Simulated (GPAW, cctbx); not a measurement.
# How far are the atoms of TlCu3 from free atoms?

Aim: compute the bonding part of the density of TlCu3, find which reflections carry it, and see how it biases an ordinary refinement.

The start was made by putting kin elements into a known structure type; the compound need not exist, or be stable, in this form. All numbers below are calculated.

### 1. Relax the structure

The density hangs on the geometry, so cell and atoms are relaxed first, with the symmetry held. The cutoff is set higher than for the density because stress converges slowly with plane waves.

Settings: GPAW 26.7.0, PBE, 570 eV, 4×4×4 k-points, Fermi–Dirac width 0.1 eV, BFGS to 0.03 eV/Å.

```text
cell
1.0
     0.000000000    0.000000000    4.760000000
     5.938000000    0.000000000    0.000000000
    -2.969000000    5.142458848    0.000000000
Tl Cu
2 6
Direct
0.250000000 0.666666667 0.333333333
0.750000000 0.333333333 0.666666667
0.750000000 0.318299991 0.159149996
0.750000000 0.840850004 0.159149996
0.750000000 0.840850004 0.681700009
0.250000000 0.681700009 0.840850004
0.250000000 0.159149996 0.840850004
0.250000000 0.159149996 0.318299991
```

```console
$ OMP_NUM_THREADS=1 mpirun -n 4 gpaw python run.py > gpaw.log
```

```text
BFGS:    0      -24.615302        1.274396
BFGS:    1      -24.696887        1.238816
BFGS:    2      -25.278401        0.942141
BFGS:    3      -25.618770        0.588541
...
BFGS:    8      -25.735904        0.086167
BFGS:    9      -25.737679        0.035718
BFGS:   10      -25.738004        0.025054
cell  4.4560 5.6131 5.6131  120.00 90.00 90.00
volume 121.584 A^3, largest force 0.008 eV/A, largest stress 0.26 GPa
```

The cell moved far, while the k-mesh and basis were chosen for the start, so the final shape may be somewhat biased.

After 10 steps the volume has changed by -16.4 % and the energy by -1.123 eV; the largest stress left is 0.26 GPa. It took 4.4 min on 4 cores of Arm Neoverse V1 (shared host), peak memory 1.2 GiB.

Relaxed structure: P6_3/mmc (no. 194), a = 5.6131 Å, b = 5.6131 Å, c = 4.4560 Å, α = 90.00°, β = 90.00°, γ = 120.00°.

| atom | mult. | x | y | z |
| --- | --- | --- | --- | --- |
| Tl1 | 2 | 2/3 | 1/3 | 1/4 |
| Cu1 | 6 | 0.3043 | 0.1522 | 3/4 |

### 2. The all-electron density

X-rays see the whole electron density, so the PAW density is rebuilt with its core regions. Subtracting spherical free atoms from the same code cancels the cores and leaves the deformation density Δρ, the part due to bonding.

Settings: PBE, 450 eV, 5×5×5 k-points, Fermi–Dirac width 0.1 eV; primitive cell of 8 atoms.

```console
$ OMP_NUM_THREADS=1 mpirun -n 4 gpaw python run.py > gpaw.log
```

```text
|iter:   1|       0s |  -30.289270 | +0.16 |       |
|iter:   2|       2s |  -28.218725 | -1.44 | -1.02 |
|iter:   3|       4s |  -25.363247 | -0.96 | -1.11 |
...
|iter:  10|      18s |  -25.251269c| -6.88 | -4.63c|
|iter:  11|      19s |  -25.251268c| -7.19 | -5.14c|
|iter:  12|      20s |  -25.251268c| -7.98c| -5.70c|
```

```text
grid (48, 56, 56)  electrons 336.000  moved by bonding 1.696 e
deformation density beyond 0.5 A of the nuclei: max 0.041, min -0.122 e/A^3
atom        x       y       z   Voronoi charge  moment
Tl1    0.2500  0.6667  0.3333      0.056       0.00
Tl2    0.7500  0.3333  0.6667      0.056       0.00
Cu3    0.7500  0.3043  0.1521     -0.019       0.00
Cu4    0.7500  0.8479  0.1521     -0.019       0.00
Cu5    0.7500  0.8479  0.6957     -0.019       0.00
Cu6    0.2500  0.6957  0.8479     -0.019       0.00
Cu7    0.2500  0.1521  0.8479     -0.019       0.00
Cu8    0.2500  0.1521  0.3043     -0.019       0.00
mean inner potential of superposed free atoms 23.055 V
total magnetic moment 0.000 muB
```

Deformation density in a plane through the shortest contact of the Cu atom at the origin, in 0.01 e/Å³ (clipped at ±99); x from -1.6 to 4.2 Å, y from 2.4 down to -2.4 Å:

```text
  .   .  -4  -1   2   0  -8   .   .  -8   0   2  -1  -4   .   .
  .   0  -5   0   3   1  -9   .   .  -9   1   3   0  -6   1   .
 -4  -5  -3   2   4   3  -2  -7  -7  -2   3   4   2  -3  -5  -4
  0   0   2   3   3   4   3   2   2   3   4   3   3   2   0   0
  2   2   2  -1  -3  -1   3   4   4   3  -1  -3  -1   1   2   2
  2   1  -1  -8   . -12  -3   3   3  -3 -12   .  -8  -1   1   2
  2   1  -4   .   .   .  -6   3   3  -6   .   .   .  -4   1   2
  2   1  -2  -8   . -12  -3   3   3  -3 -12   .  -9  -2   1   2
  2   2   0  -2  -4  -2   2   4   4   2  -2  -4  -2   0   2   2
  2   2   2   1   1   2   3   2   2   3   2   1   1   2   2   2
  0   0   1   2   2   1  -2  -5  -5  -1   1   2   2   1   0   0
 -8  -6  -1   1   2  -2  -4  -1  -1  -4  -2   2   1  -1  -6  -8
  .   .  -5   1   2  -4  -3   .   .  -3  -4   2   1  -5   .   .
```

Atoms in or within 0.15 Å of the plane: Tl (4.1, 2.4), Tl (-1.5, 2.4), Cu (0.0, 0.0), Cu (2.6, 0.0), Cu (1.3, 2.2) Å. Dots mark points within about 0.45 Å of a nucleus; large values next to them are atomic features.

Cu gains most (-0.02 e) and Tl loses most (+0.06 e), as electronegativity suggests. Along the shortest contact from the Cu atom at the map's origin, Cu–Cu at 2.56 Å, Δρ is +0.04 e/Å³ at the midpoint: little piles up between the atoms, as is usual in a metallic crystal, which this run finds. At the midpoints of other shortest contacts it is +0.02 (Tl–Cu, 2.81 Å) e/Å³. Point values carry grid noise of about 0.01 e/Å³. The run needed 12 iterations, 30 s.

### 3. Structure factors

The Fourier components of Δρ, added to those of the free atoms, give the static X-ray structure factors; the Mott–Bethe relation turns them into the Fourier components V of the potential that fast electrons feel.

```text
static structure factors of the conventional cell: F in electrons, V (Mott-Bethe) in volts
   h  k  l      d  |F| table  |F| free   |F| DFT   change   |V| free  |V| DFT  change %
   1  0  0  4.8611    32.339    32.372    32.325   -0.047     0.997    1.039      4.2
   1  0  1  3.2848    91.017    91.113    91.149    0.036     3.695    3.681     -0.4
   1  1  0  2.8065    96.185    96.371    96.442    0.071     3.548    3.527     -0.6
   2  0  0  2.4305   135.800   135.331   134.821   -0.510     6.568    6.682      1.7
   0  0  2  2.2280   269.541   268.501   267.333   -1.168    12.631   12.850      1.7
   2  0  1  2.1338   226.461   225.572   224.589   -0.983    10.403   10.572      1.6
   1  0  2  2.0254    29.321    29.559    29.728    0.169     0.608    0.582     -4.3
   2  1  0  1.8373    68.591    68.515    68.458   -0.058     2.563    2.570      0.3
   1  1  2  1.7450    86.265    86.470    86.663    0.193     2.508    2.486     -0.9
   2  1  1  1.6986    58.779    59.056    59.297    0.242     1.367    1.340     -1.9
   2  0  2  1.6424   117.626   117.207   116.943   -0.264     4.842    4.869      0.6
   3  0  0  1.6204    78.723    78.931    79.146    0.216     2.070    2.048     -1.0
   3  0  1  1.5228    40.053    39.820    39.656   -0.164     1.899    1.914      0.8
   1  0  3  1.4205    74.180    74.239    74.377    0.138     1.975    1.964     -0.5
```

The largest X-ray change is -1.17 e on 002, 0.4 % of |F|. For electrons V goes as (Z − F)/g², so a change of F counts against Z − F, which is small at low angle and wherever the atoms' terms cancel: |V| of 102 moves by -4.3 % (0.61 to 0.58 V) against +0.6 % in |F|. The tabulated Hartree–Fock atoms differ from the free DFT atoms by up to 1.04 e, so the choice of reference atom matters too.

### 4. How cheap can the run be?

Cutoff and k-mesh: one is changed at a time, to find what the result needs.

| run | ΔF 002 (e) | ΔF 201 (e) | ΔF 200 (e) | q(Cu) (e) | moved (e) | time |
| --- | --- | --- | --- | --- | --- | --- |
| 450 eV 5×5×5 | -1.168 | -0.983 | -0.510 | -0.019 | 1.696 | 30 s |
| 250 eV 5×5×5 | -1.189 | -0.999 | -0.522 | -0.018 | 1.861 | 15 s |
| 350 eV 5×5×5 | -1.190 | -1.003 | -0.519 | -0.019 | 1.786 | 20 s |
| 750 eV 5×5×5 | -1.165 | -0.981 | -0.510 | -0.018 | 1.683 | 56 s |
| 450 eV 2×2×2 | -1.106 | -1.036 | -0.537 | -0.017 | 1.754 | 13 s |
| 450 eV 3×3×3 | -1.217 | -0.982 | -0.503 | -0.021 | 1.714 | 16 s |

Within 0.02 e of the base on all three: 750 eV 5×5×5. The largest error, 0.062 e, comes with 450 eV 2×2×2. Times are from shared hosts.

### 5. What a spherical-atom refinement makes of it

Routine crystallography fits spherical atoms. To see the bias, intensities are simulated from tabulated atoms plus the DFT change ΔF, so that bonding alone can misfit (3836 reflections of the full sphere, merged to the counts below, to 0.5 Å, 1.5 % proportional noise plus counting noise, assumed isotropic U as listed, Δρ smeared by the mean U) and refined with cctbx over different ranges.

| range | data | R1 | GooF | U Tl1 (true 0.0065) | U Cu1 (true 0.0096) | largest shift (Å) | Δρ max, min (e/Å³) |
| --- | --- | --- | --- | --- | --- | --- | --- |
| all data | 223 | 0.0034 | 1.04 | 0.0065 | 0.0096 | 0.0001 | 0.28, -0.35 |
| low resolution, d > 0.84 | 56 | 0.0023 | 0.91 | 0.0065 | 0.0097 | 0.0002 | 0.15, -0.18 |
| high order, d < 0.75 | 149 | 0.0043 | 1.08 | 0.0064 | 0.0096 | 0.0001 | 0.24, -0.28 |
| occupancies free, d > 0.7 | 90 | 0.0027 | 0.97 | 0.0065 | 0.0095 | 0.0001 | 0.22, -0.21 |

With all data GooF is 1.04, so at this noise the bonding hardly shows; the top residual peak, near noise level, lies 1.22 Å from Cu and 1.87 Å from Tl. No U is off by more than 3 s.u. at low resolution. With Tl1 held at 1 and the scale free, the other occupancies refine to Cu1 0.996(0.002), within three s.u. of full.

### 6. Answer

Bonding moves 1.70 e in the primitive cell of TlCu3 and changes the structure factors of the conventional cell in the table above by at most 1.17 e (002, 0.4 %), and among reflections above 2 % of the strongest by up to 0.6 % (102). The shortest bond, Cu–Cu, has Δρ = +0.04 e/Å³ at its midpoint, with no localised bond charge. Within 0.02 e of the base on all three: 750 eV 5×5×5. The largest error, 0.062 e, comes with 450 eV 2×2×2. With all data GooF is 1.04, so at this noise the bonding hardly shows. Limits: static density, frozen cores, no spin–orbit coupling.

[Outputs are excerpts: Python notices, other lines and further rows are left out; steps that failed or that the build refused (PBEsol, TPSS) are not shown.]

[Logs are printed without paths, hosts, clocks, repeated set-up lines and the standing remarks that a program may print on its own settings, such as how far it seeks lower states.]
